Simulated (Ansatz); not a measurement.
# SrPbSe3 (model cell, started as cubic perovskite with Pb in the octahedra): a soft mode frozen in, part 3 of 3

Which phase does SrPbSe3 (model cell, started as cubic perovskite with Pb in the octahedra) fall into along its unstable mode, and how much energy does it gain?

Ansatz 0.2.0; DFT PBE, scalar-relativistic, plane waves, PAW; PAW set soft_1.

So far. Step 5 (Energy along the mode, all amplitudes (two of the runs …): The lowest of the steps tried is the last one, at 0.6 Å, 95.6 meV/atom below the parent; the bottom of the well need not coincide with a step. Step 7 (The new phase in its own primitive cell): The largest force component left is 0.44 meV/Å and the pressure is -0.002 GPa, within the tolerances set. The cell now holds 34.28 Å³/atom. The relaxed cell has a = 5.039, c = 6.751 Å (conventional setting).

The structure was built from a prototype and need not be the compound's stable phase.

## 8. Modes of the new phase, k-mesh 8×8×6

A relaxed structure may still be a saddle point, so its zone-centre modes are computed. No field response is asked, since the mesh shows no gap.

input.yaml reads:

```yaml
crystal:
  lattice:
    - [5.0386197434, 0.0, 0.0]
    - [0.0, 5.0386197434, 0.0]
    - [0.0, 0.0, 6.7512059145]
  atoms:
    - { symbol: Sr, position: [0.0, 0.0, 0.1131862245] }
    - { symbol: Pb, position: [0.5, 0.5, 0.5771857919] }
    - { symbol: Se, position: [0.5, 0.0, 0.3964571082] }
    - { symbol: Se, position: [0.5, 0.5, 0.969972529] }
    - { symbol: Se, position: [0.0, 0.5, 0.3964571082] }
kpoints:
  mp_grid: { grid: [8, 8, 6] }
hamiltonian:
  xc: pbe
  pseudopotentials: { kind: paw, azcp: { folder: soft_1 } }
scf:
  occupations: { method: methfessel_paxton, width: 0.2 }
output:
  eigenvalues: true
phonons:
  method: dfpt
```

On the command line:

```bash
$ ansatz run input.yaml --threads 4 --pin off --max-ram 16384MiB --backend cpu --events-out ev --progress --plain --runs-dir out
```

Numbers of over 12 decimals in the logs are rounded to 6 here.

Log:

```text
zone centre: on kpoints.mp_grid the ground state, and the responses unless they are solved on pairs of k-points, stand on 100 of the mesh's 384 k-points, reduced under 4 symmetry operations, with k and −k counted as one. Each operation leaves every solved displacement unchanged or reverses it
[...]
Crystal: 5 atoms, lattice volume = 171.398 Å³
Basis set: ecut = 420 eV, 3355 PW (Γ), exchange–correlation on 72×72×96 points (8 copies of the dense FFT grid, shifted against one another)
Bands: 44, of which v1, the nominal top of the filled ones, is band 36 counted from 1 (35 counted from 0)
Symmetry: 8 space group operations
k-points: 100 of 384 (irreducible under 4 space group operations, time reversal used)
[...]
SCF iter   1: F=—  HF=-31866.582391 eV  |F-HF|=—  |Δ(HF+E_count)|=         —  Δρ=3.69e-2  dr2=8.51e0  ethr=3.10e-3  ⟨swp⟩=9.5  Hψ=22127  notcnv=0
[...]
SCF iter  12: F=-31863.983279 eV  HF=-31863.983279 eV  |F-HF|=0.00e0  |Δ(HF+E_count)|=  1.09e-11  S|Δr|=    0.00e0  Δρ=5.06e-8  dr2=5.52e-12  ethr=1.00e-12  ⟨swp⟩=16.8  Hψ=28929  notcnv=0
SCF 1 converged in 12 iterations: F = -31863.983279 eV  dr2 = 5.52e-12
[...]
DFPT response loops at Γ: preconditioner auto → none (partly filled bands, converged f_vac=0.160); β = 0.50; Broyden in place of MSR1
SCF converged after 12 iterations
[...]
Free energy (F): -31863.983279 eV
[...]
Internal energy: -31863.990932 eV  (E = F + TS)
E sigma→0 (E₀):  -31863.985192 eV
Entropy (-TS):   0.007653 eV (1.531 meV/atom)
Fermi energy:    5.852208 eV
[...]
--- Band table (eV; the first three rows and the last of 100) ---
  k-point 0: bands = [... 32 lower, 4.6515, 4.6515, 4.7012, 5.4353, 5.4353, 7.7670, 9.2115, 9.2115, ... 4 higher]
  k-point 1: bands = [... 32 lower, 4.6202, 4.6202, 4.8660, 5.3947, 5.3947, 8.0052, 9.3971, 9.3971, ... 4 higher]
  k-point 2: bands = [... 32 lower, 4.5527, 4.5527, 5.1701, 5.3250, 5.3250, 8.5500, 9.2929, 9.8237, ... 4 higher]
  k-point 99: bands = [... 32 lower, 4.8795, 4.8795, 5.3684, 5.8957, 6.1729, 8.7450, 8.9935, 8.9935, ... 4 higher]
--- Phonons (Γ-DFPT): 9 representative perturbations + reference, on 100 of 384 k-points (Σ response iterations 28) ---
  k mesh reduced under 4 symmetry operations, with k and −k counted as one. Each operation leaves every solved displacement unchanged or reverses it
  ASR residual: 1.438e-4 → 0.000e0 eV/Å²; symmetrization residual: 1.509e-5 eV/Å²
  ASR residual per site (eV/Å²): 1.30e-5 1.44e-4 8.27e-5 2.78e-5 8.27e-5
[...]
non-analytic LO–TO correction: not included (Born effective charges unavailable; polar crystals: no LO–TO splitting at Γ)
```

Elapsed: 4 min, on 4 threads of Arm Neoverse V1, shared host; peak memory 2.4 GiB.

This step gave:

| Quantity | Value |
| --- | --- |
| sum-rule residual before enforcement | 1.44e-4 eV/Å² |
| point group | 4mm |
| highest optical mode at the zone centre (no LO-TO term) | 180.6 cm⁻¹ |
| lowest optical zone-centre mode | -13.3 cm⁻¹ |

Patterns of degenerate modes are one choice out of their space. The modes at Γ (shares of kinetic energy by element, %) (negative means imaginary):

| mode | frequency (cm⁻¹) | symmetry | Sr % | Pb % | Se % |
| --- | --- | --- | --- | --- | --- |
| 1 | -13.3 | E | 34 | 6 | 60 |
| 2 | -13.3 | E | 34 | 6 | 60 |
| 3 | 0.0 | acoustic | 16 | 39 | 45 |
| 4 | 0.0 | acoustic | 16 | 39 | 45 |
| 5 | 0.0 | acoustic | 16 | 39 | 45 |
| 6 | 38.5 | E | 10 | 35 | 56 |
| 7 | 38.5 | E | 10 | 35 | 56 |
| 8 | 85.3 | B1 | 0 | 0 | 100 |
| 9 | 98.6 | A1 | 55 | 19 | 26 |
| 10 | 108.3 | E | 39 | 2 | 58 |
| 11 | 108.3 | E | 39 | 2 | 58 |
| 12 | 123.7 | A1 | 28 | 4 | 68 |
| 13 | 161.8 | E | 0 | 18 | 81 |
| 14 | 161.8 | E | 0 | 18 | 81 |
| 15 | 180.6 | A1 | 0 | 38 | 62 |

Displacements in mode 1 (-13.3 cm⁻¹), the largest set to 1:
```
Sr1 -0.87 -0.19  0.00
Pb2  0.23  0.05  0.00
Se3 -0.68  0.01  0.00
Se4  1.00  0.22  0.00
Se5  0.03 -0.15  0.00
```

Displacements in mode 8 (85.3 cm⁻¹), the largest set to 1:
```
Sr1  0.00  0.00  0.00
Pb2  0.00  0.00  0.00
Se3  0.00  0.00  1.00
Se4  0.00  0.00  0.00
Se5  0.00  0.00 -1.00
```

Before it was imposed, the acoustic sum rule was missed by 1.4e-4 eV/Å². Small misses are needed for a sound result but don't prove that mesh and cutoff are converged. The lowest optical mode is imaginary, 13.3i cm⁻¹, so the energy falls along it.

## 9. What came out

| Quantity | Value |
| --- | --- |
| unstable mode of the parent | q = (0, 0, 0), 81i cm⁻¹ |
| depth at the lowest point sampled | 95.6 meV/atom |
| largest atomic shift at that point | 0.6 Å |
| space group reached (within 0.01 Å) | P4mm |
| energy gained over the parent (first relaxation, on the mesh of the frozen mode) | 205 meV/atom |
| volume per atom, phase reached | 34.3 Å³ |
| lowest optical zone-centre mode, phase reached | -13.3 cm⁻¹ |
| highest optical mode at the zone centre (no LO-TO term), phase reached | 181 cm⁻¹ |

**Reading.** Along this mode the structure falls into P4mm, 205 meV/atom below the parent. At the parent's cell the well is 95.56 meV/atom deep on the steps tried, with its lowest point at a shift of 0.6 Å. That is the last step tried, so the steps alone don't bracket the bottom of the well. Relaxing atoms and cell changes the gain by +109.38 meV/atom against the lowest step (energies at zero smearing). The new phase still has an imaginary mode at the zone centre of its cell, so it is a saddle point on the way to a lower structure. Of the 4 patterns followed to their end from this parent, this one ends 7.09 meV/atom above the lowest, Pmma. Each path keeps the symmetry of its pattern, so a lower phase may lie along a pattern not tried. With no gap, or one that is small against the smearing, the frequencies hang on the k mesh and the smearing, most of all near Kohn anomalies. Spin-orbit coupling is left out, which can matter for the heavy elements here. A phonon run warned that its eigensolver left some bands unconverged in a pass. The starting cell was built on a prototype and not taken from a measurement, so the phase need not exist.

[Logs are printed without paths, hosts, clocks, repeated set-up lines and the standing remarks that a program may print on its own settings, such as how far it seeks lower states.]

[Hosts, paths, dates, database ids (printed as entryN), source tags and the programs' standing remarks are cut or masked in the printed files.]
